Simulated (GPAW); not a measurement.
Two runs for the Be K edge of atom 1 in Be (Im-3m). Run A: GPAW, LDA, excited-electron core hole (neutral cell), 15-atom cell with 5.5 Å between holes, 7×7×7 k points, dipole transitions, Gaussian full width 0.9 eV up to 4 eV, rising linearly to 3.5 eV at 25 eV. Run B differs in one choice.

Energy from the lowest empty level; intensity scaled to a mean of 1 over the first 20 eV:

```csv
E (eV),A,B
-2.0,0.00,0.00
-1.5,0.00,0.00
-1.0,0.01,0.00
-0.5,0.12,0.08
0.0,0.60,0.42
0.5,1.06,0.82
1.0,1.09,0.91
1.5,1.00,0.90
2.0,1.00,1.01
2.5,1.04,1.00
3.0,1.08,0.79
3.5,1.28,0.97
4.0,1.39,1.45
4.5,1.38,1.51
5.0,1.28,1.33
5.5,1.16,1.40
6.0,1.13,1.46
6.5,1.13,1.42
7.0,1.13,1.31
7.5,1.17,1.30
8.0,1.20,1.47
8.5,1.24,1.59
9.0,1.34,1.53
9.5,1.46,1.34
10.0,1.52,1.15
10.5,1.52,1.06
11.0,1.44,1.08
11.5,1.29,1.13
12.0,1.14,1.14
12.5,1.04,1.11
13.0,1.01,1.09
13.5,1.02,1.10
14.0,1.01,1.10
14.5,0.97,1.03
15.0,0.91,0.94
15.5,0.82,0.84
16.0,0.72,0.74
16.5,0.61,0.64
17.0,0.51,0.54
17.5,0.41,0.42
18.0,0.33,0.32
18.5,0.25,0.24
19.0,0.20,0.19
19.5,0.17,0.17
20.0,0.16,0.17
20.5,0.17,0.19
21.0,0.19,0.21
21.5,0.22,0.24
22.0,0.25,0.28
22.5,0.29,0.33
23.0,0.34,0.38
23.5,0.39,0.44
24.0,0.45,0.50
24.5,0.50,0.55
25.0,0.55,0.59
25.5,0.59,0.61
26.0,0.60,0.62
```

This is not the structure that Be takes at ambient pressure and room temperature (hexagonal, No. 194); it is a model or a phase of other conditions.

Q: What was changed?
a) the broadening
b) the volume of the cell
c) the size of the supercell
d) the plane-wave cutoff

(c): run B changes the supercell atoms from 15 to 7, and the k mesh follows the cell. Against the first run the r.m.s. difference is 18 %. The highest intensity below 16 eV goes from 10.2 eV (1.53) to 8.6 eV (1.59). Other settings could leave a like mark; this is the one that was changed.

[Banner, clock and machine lines of the logs are left out without a mark of their own.]

[Logs are printed without paths, hosts, clocks, repeated set-up lines and the standing remarks that a program may print on its own settings, such as how far it seeks lower states.]

[Hosts, paths, dates, database ids (printed as entryN), source tags and the programs' standing remarks are cut or masked in the printed files.]

[Lists of maxima count a maximum above −3 eV only where it reaches 4 % of the highest in the window and stands out from its surroundings by 2 % of it (1.5 % where it reaches 55 %); shoulders and weaker maxima are passed over, and of the rest the first, up to two pre-edge ones and the few strongest are named.]
